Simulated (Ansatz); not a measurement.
# What NaGeF3 (model cell, started as cubic perovskite with Ge in the octahedra) distorts into

Wanted: the energy along a soft mode of NaGeF3 (model cell, started as cubic perovskite with Ge in the octahedra) and the structure at the end.

Program: Ansatz 0.2.0. Level of theory: DFT PBEsol, scalar-relativistic, plane waves, PAW; PAW set soft_1. Results are calculated unless marked as measured.

The structure was built from a prototype and need not be the compound's stable phase.

## Step 1: Starting point

Symmetry: Pm-3m, No. 221, cubic system. Conventional cell: a = 4.341 Å, b = 4.341 Å, c = 4.341 Å, α = 90.00°, β = 90.00°, γ = 90.00°. Nearest to Na lie 12 F at 3.07 Å. Nearest to Ge lie 6 F at 2.17 Å. Nearest to F lie 2 Ge at 2.17 Å. Farther neighbours and most contacts between anions are not listed.

## Step 2: Phonons on a q mesh

The cell comes from relaxations at this level that are not shown. Stability and thermal properties need the whole zone. Linear response on a 2×2×2 q mesh gives force constants as far as a supercell of that size would, and the tensors from the zone-centre run are typed in so that the long-range dipole term is interpolated apart.

Contents of input.yaml:

```yaml
crystal:
  lattice:
    - [4.3407137908, 0.0, 0.0]
    - [0.0, 4.3407137908, 0.0]
    - [0.0, 0.0, 4.3407137908]
  atoms:
    - { symbol: Na, position: [0.0, 0.0, 0.0] }
    - { symbol: Ge, position: [0.5, 0.5, 0.5] }
    - { symbol: F, position: [0.5, 0.5, 0.0] }
    - { symbol: F, position: [0.5, 0.0, 0.5] }
    - { symbol: F, position: [0.0, 0.5, 0.5] }
kpoints:
  mp_grid: { grid: [12, 12, 12] }
hamiltonian:
  xc: pbesol
  pseudopotentials: { kind: paw, azcp: { folder: soft_1 }, xc_functional: pbe }
scf:
  occupations: { method: fixed }
output:
  eigenvalues: true
phonons:
  method: dfpt
  qmesh: [2, 2, 2]
  temperatures: { t_max: 1000, t_step: 50 }
  qpath:
    path:
      - [[0.0, 0.0, 0.0], [0.0, 0.5, 0.0], [0.5, 0.5, 0.0], [0.0, 0.0, 0.0], [0.5, 0.5, 0.5], [0.0, 0.5, 0.0]]
      - [[0.5, 0.5, 0.5], [0.5, 0.5, 0.0]]
    npoints: 10
  non_analytic_term:
    high_frequency_dielectric_tensor: [[3.6621, 0.0, 0.0], [0.0, 3.6621, 0.0], [0.0, 0.0, 3.6621]]
    born_effective_charges:
      - { species: Na, tensor: [[1.2203, 0.0, 0.0], [0.0, 1.2203, 0.0], [0.0, 0.0, 1.2203]] }
      - { species: Ge, tensor: [[3.677, 0.0, 0.0], [0.0, 3.677, 0.0], [0.0, 0.0, 3.677]] }
      - { species: F, tensor: [[-0.4161, 0.0, 0.0], [0.0, -0.4161, 0.0], [0.0, 0.0, -4.0652]] }
      - { species: F, tensor: [[-0.4161, 0.0, 0.0], [0.0, -4.0652, 0.0], [0.0, 0.0, -0.4161]] }
      - { species: F, tensor: [[-4.0652, 0.0, 0.0], [0.0, -0.4161, 0.0], [0.0, 0.0, -0.4161]] }
    source: "zone-centre run at this cell"
```

Command:

```sh
ansatz run input.yaml --threads 8 --pin off --max-ram 16384MiB --backend cpu --events-out ev --progress --plain --runs-dir out
```

Numbers of over 12 decimals in the logs are rounded to 6 here.

Output:

```text
Engine: ansatz 0.2.0, aarch64-unknown-linux-gnu
Pseudopotentials: kind: paw
Pseudopotential: Na, paw, valence charge 9, recommended cutoff 420 eV (normal), soft_1/Na.paw.azcp
Pseudopotential: Ge, paw, valence charge 14, recommended cutoff 420 eV (normal), soft_1/Ge.paw.azcp
Pseudopotential: F, paw, valence charge 7, recommended cutoff 420 eV (normal), soft_1/F.paw.azcp
Functional definition: PBEsol
  exchange = pbesol_x
  correlation = pbesol_c
Crystal: 5 atoms, lattice volume = 81.787 Å³
Basis set: ecut = 420 eV, 1575 PW (Γ), exchange–correlation on 60×60×60 points (8 copies of the dense FFT grid, shifted against one another)
Bands: 27, of which v1, the nominal top of the filled ones, is band 22 counted from 1 (21 counted from 0)
Symmetry: 48 space group operations
k-points: 84 of 1728
Non-local potential: Na, projectors of the file, l = 0: 3, l = 1: 2, l = 2: 1
Non-local potential: Ge, projectors of the file, l = 0: 2, l = 1: 2, l = 2: 3, l = 3: 1
Non-local potential: F, projectors of the file, l = 0: 2, l = 1: 2, l = 2: 1
PAW form: soft (Blöchl's): semilocal exchange-correlation on the pseudo side does not see the compensation charge
PAW frozen core: Na, regenerated for the run's functional, and the local potential with it (the file was generated under x = pbe(κ = 0.804, μ = 0.219515), c = pbe(β = 0.066725))
PAW frozen core: Ge, regenerated for the run's functional, and the local potential with it (the file was generated under x = pbe(κ = 0.804, μ = 0.219515), c = pbe(β = 0.066725))
PAW frozen core: F, regenerated for the run's functional, and the local potential with it (the file was generated under x = pbe(κ = 0.804, μ = 0.219515), c = pbe(β = 0.066725))
PAW one-centre angular grid: Na, 110 points (default); XC on 64 Gauss nodes
PAW one-centre angular grid: Ge, 590 points (default); XC on 64 Gauss nodes
PAW one-centre angular grid: F, 110 points (default); XC on 64 Gauss nodes
Initial density: superposition of atomic densities (chi_scale 0.1, normalization cell, long waves kept (reshape's long-wave potential 0.03 eV rms))
Initial wavefunctions: pseudopotential atomic-orbital guess
Functional: x = pbesol(κ = 0.804, μ = 0.123457), c = pbesol(β = 0.046)
SCF iter   1: F=—  HF=-8137.935811 eV  |F-HF|=—  |Δ(HF+E_count)|=         —  Δρ=1.54e-1  dr2=1.50e1  ethr=3.10e-3  ⟨swp⟩=4.3  Hψ=7945  notcnv=0  defer=212
preconditioner: auto → Resta (q_TF=auto, 2.460 Å⁻¹)  ε∞=5.7  [insulator: Δε(μ)=0.000 eV  Ē_g=8.448 eV  n_scr=18 (ndim 8)  ℏωp=18.4 eV  f_vac=0.067  ε∞_Penn≈5.7]
SCF iter   2: F=—  HF=-8133.696602 eV  |F-HF|=—  |Δ(HF+E_count)|=    4.24e0  Δρ=5.63e-2  dr2=1.78e0  ethr=3.10e-3  ⟨swp⟩=3.0  Hψ=5326  notcnv=0  defer=226
SCF iter   3: F=—  HF=-8133.202884 eV  |F-HF|=—  |Δ(HF+E_count)|=   4.94e-1  Δρ=2.31e-2  dr2=5.41e-1  ethr=3.10e-3  ⟨swp⟩=2.6  Hψ=4546  notcnv=0  defer=161
SCF iter   4: F=—  HF=-8133.022431 eV  |F-HF|=—  |Δ(HF+E_count)|=   1.80e-1  Δρ=7.77e-3  dr2=7.79e-2  ethr=1.23e-3  ⟨swp⟩=3.1  Hψ=3890  notcnv=0  defer=238
SCF iter   5: F=—  HF=-8132.999231 eV  |F-HF|=—  |Δ(HF+E_count)|=   2.32e-2  Δρ=2.27e-3  dr2=4.85e-3  ethr=1.77e-4  ⟨swp⟩=2.8  Hψ=4244  notcnv=0  defer=244
SCF iter   6: F=—  HF=-8133.000022 eV  |F-HF|=—  |Δ(HF+E_count)|=   7.91e-4  Δρ=8.16e-4  dr2=4.76e-4  ethr=1.10e-5  ⟨swp⟩=2.9  Hψ=4114  notcnv=0  defer=245
SCF iter   7: F=—  HF=-8133.000125 eV  |F-HF|=—  |Δ(HF+E_count)|=   1.04e-4  Δρ=2.40e-4  dr2=4.66e-5  ethr=1.08e-6  ⟨swp⟩=2.0  Hψ=4017  notcnv=0  defer=245
SCF iter   8: F=—  HF=-8133.000179 eV  |F-HF|=—  |Δ(HF+E_count)|=   5.36e-5  Δρ=7.63e-5  dr2=4.23e-6  ethr=1.06e-7  ⟨swp⟩=2.0  Hψ=4087  notcnv=0  defer=204
SCF iter   9: F=—  HF=-8133.000185 eV  |F-HF|=—  |Δ(HF+E_count)|=   6.05e-6  Δρ=1.79e-5  dr2=2.96e-7  ethr=9.62e-9  ⟨swp⟩=2.0  Hψ=3790  notcnv=0  defer=99
SCF iter  10: F=—  HF=-8133.000186 eV  |F-HF|=—  |Δ(HF+E_count)|=   7.36e-7  Δρ=2.87e-6  dr2=7.98e-9  ethr=6.72e-10  ⟨swp⟩=2.9  Hψ=3925  notcnv=0  defer=100
SCF iter  11: F=—  HF=-8133.000186 eV  |F-HF|=—  |Δ(HF+E_count)|=   1.29e-8  Δρ=7.07e-7  dr2=7.14e-10  ethr=1.81e-11  ⟨swp⟩=2.0  Hψ=3872  notcnv=0  defer=100
SCF iter  12: F=—  HF=-8133.000186 eV  |F-HF|=—  |Δ(HF+E_count)|=  6.37e-12  Δρ=4.65e-7  dr2=1.37e-10  ethr=1.62e-12  ⟨swp⟩=2.0  Hψ=3003  notcnv=0  defer=100
SCF iter  13: F=-8133.000186 eV  HF=-8133.000186 eV  |F-HF|=1.46e-11  |Δ(HF+E_count)|=  7.37e-11  Δρ=1.19e-7  dr2=9.99e-12  ethr=1.00e-12  ⟨swp⟩=11.6  Hψ=13933  notcnv=0
SCF 1 converged in 13 iterations: F = -8133.000186 eV  dr2 = 9.99e-12
  greatest PAW one-centre occupation: 0.999 electrons in one spin orbital (limit 2), on the Na atom at site 0 (counted from 0), in its partial waves of l = 0
NSCF: frozen V_eff on 84 k-points
NSCF: frozen V_eff on 343 k-points
DFPT response loops at q = (0, 0, 0) (fractional): preconditioner auto → none (the input reference at scf.mixing.eps_inf says where Resta's filter doesn't serve); β = 0.50; Broyden in place of MSR1
NSCF: frozen V_eff on 686 k-points
DFPT response loops at q = (0, 0, -0.5) (fractional): mixed as the last ones told, above
NSCF: frozen V_eff on 686 k-points
DFPT response loops at q = (0, -0.5, -0.5) (fractional): mixed as the last ones told, above
NSCF: frozen V_eff on 686 k-points
DFPT response loops at q = (-0.5, -0.5, -0.5) (fractional): mixed as the last ones told, above
SCF converged after 13 iterations
Free energy (F): -8133.000186 eV
Harris-Foulkes:  -8133.000186 eV  (|F-HF|=1.46e-11)
Internal energy: -8133.000186 eV  (E = F + TS)
E sigma→0 (E₀):  -8133.000186 eV
Fermi energy:    5.382689 eV
--- Per-component energies (eV) ---
  E_band       = -550.776900
  E_kinetic    = 794.295867
  E_local      = -5761.072422  (includes V_loc(G=0)·N_el)
  E_nonlocal   = 751.830852
  E_hartree    = 2329.113653
  E_xc         = -336.157965
  E_vxc        = -406.720585  (∫ρ·V_xc dr)
  E_paw        = -2838.650722  (= ΣΔE_a)
  E_vpaw       = -587.340239  (= ΣTr[D̂ρ^β])
  E_aug_tail   = 0.002179  (compensation charges beyond the density's cutoff)
  E_ewald      = -3073.461587
  E_core_change = 1.099960  (= ΣΔE_core)
  E_smearing   = -0.000000  (= −TS)
  E_closure    = 0.000000  (closes the sum)
  Σ components = -8133.000186   (vs F -8133.000186, Δ=0.00e0)
--- Band table (eV; the first three rows and the last of 84) ---
  k-point 0: bands = [... 18 lower, -0.1877, -0.1804, -0.1804, -0.1804, 6.6862, 10.8569, 10.8569, 10.8569, ... 1 higher]
  k-point 1: bands = [... 18 lower, -0.1881, -0.1832, -0.1832, -0.0331, 6.7476, 10.6239, 10.8443, 10.8443, ... 1 higher]
  k-point 2: bands = [... 18 lower, -0.2087, -0.1828, -0.1828, 0.4220, 6.9141, 10.1209, 10.8094, 10.8094, ... 1 higher]
  k-point 83: bands = [... 18 lower, 0.2439, 0.2439, 0.2439, 5.3827, 7.1702, 7.1702, 7.1702, 9.2882, ... 1 higher]
--- Phonons (Γ-DFPT): 4 representative perturbations + reference (Σ response iterations 13) ---
  ASR residual: 2.839e-4 → 0.000e0 eV/Å²; symmetrization residual: 4.914e-6 eV/Å²
  ASR residual per site (eV/Å²): 2.84e-4 4.51e-5 4.25e-5 4.25e-5 4.25e-5
  Γ frequencies (cm⁻¹): -237.60 -237.60 -237.60 -112.74 -112.74 -112.74 -56.76 -56.76 -56.76 0.00 0.00 0.00 144.86 144.86 144.86
--- Phonons (arbitrary-q DFPT): 4 irreducible q on the 2×2×2 mesh ---
  q = [0.0000, 0.0000, 0.0000] (star 1, of the zone-centre solve; hermiticity 3.04e-6, symmetrization 6.40e-12): -237.60 -237.60 -237.60 -112.74 -112.74 -112.74 -56.76 -56.76 -56.76 -0.00 0.00 0.00 144.86 144.86 144.86
  q = [0.0000, 0.0000, -0.5000] (star 3, 9 solved perturbations in 2646 linear systems a pass and spin channel, the states on 343 of 1728 k-point pairs; hermiticity 3.61e-7, symmetrization 4.49e-13): -225.92 -225.92 -108.13 -108.13 -54.23 -54.23 -53.80 13.73 80.21 80.21 98.02 112.56 112.56 255.03 395.17
  q = [0.0000, -0.5000, -0.5000] (star 3, 9 solved perturbations in 2646 linear systems a pass and spin channel, the states on 343 of 1728 k-point pairs; hermiticity 3.94e-7, symmetrization 4.06e-13): -213.55 -123.14 -115.98 -115.98 -77.45 12.43 12.43 71.18 71.18 95.13 159.97 245.65 245.65 297.62 408.52
  q = [-0.5000, -0.5000, -0.5000] (star 1, 4 solved perturbations in 931 linear systems a pass and spin channel, the states on 343 of 1728 k-point pairs; hermiticity 5.25e-7, symmetrization 5.26e-12): -123.65 -123.65 -123.65 -111.27 -111.27 -111.27 180.82 180.82 180.82 214.57 214.57 214.57 297.17 297.17 418.35
  sum rule: each row above includes the acoustic sum rule's correction from the zone centre's row sums; it moved no ω² by more than (1.83 cm⁻¹)²
  mesh force constants: q→R imaginary residual 1.05e-17; ASR residual 2.839e-4 → 0.000e0 eV/Å²; symmetrization residual 9.770e-15 eV/Å²
  interpolated dispersion: 63 rows × 15 modes
  density of states and harmonic sums: on the 14×14×14 q-mesh, interpolated from the force constants of a 2×2×2 supercell (with the dipole–dipole term of supplied tensors)
  largest difference from the sums on the solved wave vectors: F 2.44e-1 eV, S 2.72e-4 and C_V 7.25e-5 eV/K
  zero-point energy: 0.087990 eV/cell   skipped modes (ω ≤ 0): 847, of them read as no rigid motion or as one in doubt: 844 (7.078e0 modes/cell left out, lowest -237.60 cm⁻¹)   left out of the sums: 4.72e-1 of the cell's modes: C_V's classical limit lies that fraction below 3 k_B per atom; for a crystal, a wire or a layer, F and S can be off by more, and a phonons.interpolated_qmesh denser along its periods is the remedy for the sampling
```

Run time: 3.2 min. Hardware: 8 threads of Arm Neoverse V1, shared host; peak memory 1.9 GiB.

In the SCF lines HF is the Harris–Foulkes energy and dr2 the Hartree energy of the density residual, in eV; the loop may stop once dr2 is under the threshold and the program's other checks hold. Hψ counts applications of the Hamiltonian.

This step gave:

* gap on the k-mesh: 1.303 eV
* volume per atom: 16.36 Å³
* sum-rule residual before enforcement: 2.84e-4 eV/Å²
* lowest frequency on the path: -237.6 cm⁻¹
* point group: m-3m
* highest frequency on the path or at a solved wavevector: 418.4 cm⁻¹
* highest optical mode at the zone centre (no LO-TO term): 144.9 cm⁻¹
* lowest optical zone-centre mode: -237.6 cm⁻¹
* lowest mode on the q mesh (acoustic modes at Γ apart): -237.6 cm⁻¹

Frequencies (cm⁻¹) solved at each irreducible wavevector; negative means imaginary. Frequencies by wavevector, by row:

| q in reciprocal lattice units | star | mode 1 | mode 2 | mode 3 | mode 4 | mode 13 | mode 14 | mode 15 |
| --- | --- | --- | --- | --- | --- | --- | --- | --- |
| 0 0 0 | 1 | -237.6 | -237.6 | -237.6 | -112.7 | 144.9 | 144.9 | 144.9 |
| 0 0 -0.5 | 3 | -225.9 | -225.9 | -108.1 | -108.1 | 112.6 | 255 | 395.2 |
| 0 -0.5 -0.5 | 3 | -213.6 | -123.1 | -116 | -116 | 245.7 | 297.6 | 408.5 |
| -0.5 -0.5 -0.5 | 1 | -123.7 | -123.7 | -123.7 | -111.3 | 297.2 | 297.2 | 418.4 |

Interpolated from a 2×2×2 q mesh, rough between the solved points, with the LO-TO term (at Γ the limit along the path; where Γ stands inside the path, tables give the limit on arrival). The phonon branches at the labelled points (cm⁻¹):

| point | branch 1 | branch 2 | branch 3 | branch 4 | branch 12 | branch 13 | branch 14 | branch 15 |
| --- | --- | --- | --- | --- | --- | --- | --- | --- |
| Γ | -238 | -238 | -167 | -113 | 117 | 145 | 145 | 392 |
| halfway | -232 | -232 | -117 | -110 | 134 | 134 | 186 | 394 |
| X | -226 | -226 | -108 | -108 | 113 | 113 | 255 | 395 |
| halfway | -220 | -119 | -98 | -98 | 184 | 192 | 250 | 395 |
| M | -214 | -123 | -116 | -116 | 246 | 246 | 298 | 408 |
| halfway | -226 | -136 | -104 | -90 | 144 | 179 | 198 | 378 |
| Γ | -238 | -238 | -167 | -113 | 117 | 145 | 145 | 392 |
| halfway | -127 | -127 | -97 | -96 | 181 | 192 | 192 | 366 |
| R | -124 | -124 | -124 | -111 | 215 | 297 | 297 | 418 |
| halfway | -117 | -113 | -111 | -104 | 191 | 205 | 242 | 392 |
| X | -226 | -226 | -108 | -108 | 113 | 113 | 255 | 395 |
| jump to R | -124 | -124 | -124 | -111 | 215 | 297 | 297 | 418 |
| halfway | -123 | -117 | -117 | -99 | 234 | 234 | 297 | 407 |
| M | -214 | -123 | -116 | -116 | 246 | 246 | 298 | 408 |

Symmetry leaves 4 wavevectors to solve. The lowest mode among them, the acoustic zeros apart, lies at Γ and is imaginary, 237.6i cm⁻¹, so the energy falls along it.

## Step 3: The mode frozen in, largest atomic shift 0 Å

The mode followed lies at Γ with frequency 237.6i cm⁻¹ and is 3-fold degenerate, the softest among the wavevectors solved. At small amplitude the distorted cell has space group no. 38 by a symmetry search on the positions. The undistorted cell that holds it gives the zero of energy on the same k mesh.

input.yaml, the sections that differ from step 2:

```yaml
scf:
  occupations: { method: gaussian, width: 0.02 }
output:
  forces: true
  stress: true
  eigenvalues: true
# crystal, kpoints, hamiltonian: as in step 2
# phonons: removed
```

Output:

```text
[...]
Crystal: 5 atoms, lattice volume = 81.787 Å³
Basis set: ecut = 420 eV, 1575 PW (Γ), exchange–correlation on 60×60×60 points (8 copies of the dense FFT grid, shifted against one another)
Bands: 27, of which v1, the nominal top of the filled ones, is band 22 counted from 1 (21 counted from 0)
Symmetry: 48 space group operations
[...]
k-points: 84 of 1728
[...]
--- Band table (eV; the first three rows and the last of 84) ---
  k-point 0: bands = [... 18 lower, -0.1876, -0.1803, -0.1803, -0.1803, 6.6862, 10.8570, 10.8570, 10.8570]
  k-point 1: bands = [... 18 lower, -0.1880, -0.1831, -0.1831, -0.0330, 6.7476, 10.6239, 10.8444, 10.8444]
  k-point 2: bands = [... 18 lower, -0.2087, -0.1827, -0.1827, 0.4220, 6.9141, 10.1210, 10.8095, 10.8095]
  k-point 83: bands = [... 18 lower, 0.2440, 0.2440, 0.2440, 5.3828, 7.1703, 7.1703, 7.1703, 9.2883]
[key lines of the parts left out:]
SCF converged after 10 iterations
Free energy (F): -8133.000186 eV
Fermi energy:    6.034475 eV
P = ⅓ Tr σ = -0.0096 GPa (-0.096 kbar)
```

Wall time 2 s (8 threads); peak memory 0.5 GiB.

This step gave:

| Quantity | Value |
| --- | --- |
| pressure | -0.009594 GPa |
| energy from the undistorted cell | 0 meV/atom |

At this level the gap is 1.30 eV on the k-mesh of the self-consistent run, which can miss the band edges.

## Step 4: The mode frozen in, largest atomic shift 0.22 Å

The atoms are moved along the unstable eigenvector, the largest shift by 0.22 Å, with the cell fixed.

input.yaml, the sections that differ from step 3:

```yaml
crystal:
  lattice:
    - [4.3407137908, 0.0, 0.0]
    - [0.0, 4.3407137908, 0.0]
    - [0.0, 0.0, 4.3407137908]
  atoms:
    - { symbol: Na, position: [0.0, -0.0028870584, -0.0028870584] }
    - { symbol: Ge, position: [0.5, 0.5061401449, 0.5061401449] }
    - { symbol: F, position: [0.5, 0.5143191107, -0.0486181066] }
    - { symbol: F, position: [0.5, -0.0486181066, 0.5143191107] }
    - { symbol: F, position: [0.0, 0.5143191107, 0.5143191107] }
# kpoints, hamiltonian, scf, output: as in step 3
```

Output:

```text
[...]
Crystal: 5 atoms, lattice volume = 81.787 Å³
Basis set: ecut = 420 eV, 1575 PW (Γ), exchange–correlation on 60×60×60 points (8 copies of the dense FFT grid, shifted against one another)
Bands: 27, of which v1, the nominal top of the filled ones, is band 22 counted from 1 (21 counted from 0)
Symmetry: 4 space group operations
[...]
k-points: 301 of 1728 (time reversal used)
[...]
--- Band table (eV; the first three rows and the last of 301) ---
  k-point 0: bands = [... 18 lower, -0.3047, -0.2832, -0.1649, 0.3123, 6.7719, 10.8922, 10.9435, 11.3384]
  k-point 1: bands = [... 18 lower, -0.3169, -0.2301, -0.1713, 0.4541, 6.8266, 10.7243, 10.9316, 11.2463]
  k-point 2: bands = [... 18 lower, -0.3285, -0.2168, -0.1777, 0.8287, 6.9739, 10.2757, 10.8985, 11.1637]
  k-point 300: bands = [... 18 lower, 0.0291, 0.1347, 0.2043, 4.9308, 7.3701, 7.5162, 8.4129, 9.2679]
[key lines of the parts left out:]
SCF converged after 11 iterations
Free energy (F): -8133.130746 eV
Fermi energy:    5.851364 eV
P = ⅓ Tr σ = 1.4936 GPa (14.936 kbar)
```

Run time: 11 s. Hardware: 8 threads; peak memory 0.77 GiB.

Numbers from this step:

| Quantity | Value |
| --- | --- |
| pressure | 1.494 GPa |
| gap on the k-mesh | 1.841 eV |
| energy from the undistorted cell | -26.11 meV/atom |

The energy, extrapolated to zero smearing, is -26.11 meV/atom against the undistorted cell.

The run ends at a pressure of 1.49 GPa, with forces up to 0.28 eV/Å.

## Step 5: Energy along the mode, all amplitudes (two of the runs are shown above)

An imaginary frequency means negative curvature, so the energy should fall and then rise again as anharmonic terms take over.

Numbers from this step:

```yaml
depth_at_the_lowest_point_sampled: 26.11 meV/atom
largest_atomic_shift_at_that_point: 0.22 Å
```

Energy from the parent against largest atomic shift:

| largest atomic shift (Å) | energy from the parent (meV/atom) |
| --- | --- |
| 0.000 | 0 |
| 0.040 | -1.42 |
| 0.080 | -5.42 |
| 0.140 | -14.6 |
| 0.220 | -26.1 |
| 0.320 | -17.5 |
| 0.450 | 105 |

Displacement at unit largest shift by atom:

| atom | x (Å) | y (Å) | z (Å) | size |
| --- | --- | --- | --- | --- |
| Na1 | 0.000 | -0.057 | -0.057 | 0.081 |
| Ge2 | 0.000 | 0.121 | 0.121 | 0.171 |
| F3 | 0.000 | 0.283 | -0.959 | 1.000 |
| F4 | 0.000 | -0.959 | 0.283 | 1.000 |
| F5 | 0.000 | 0.283 | 0.283 | 0.400 |

The lowest of the steps tried is at 0.22 Å, 26.1 meV/atom below the parent; the bottom of the well need not coincide with a step.

(Continued in part 2 of 3.)

[Logs are printed without paths, hosts, clocks, repeated set-up lines and the standing remarks that a program may print on its own settings, such as how far it seeks lower states.]

[Hosts, paths, dates, database ids (printed as entryN), source tags and the programs' standing remarks are cut or masked in the printed files.]
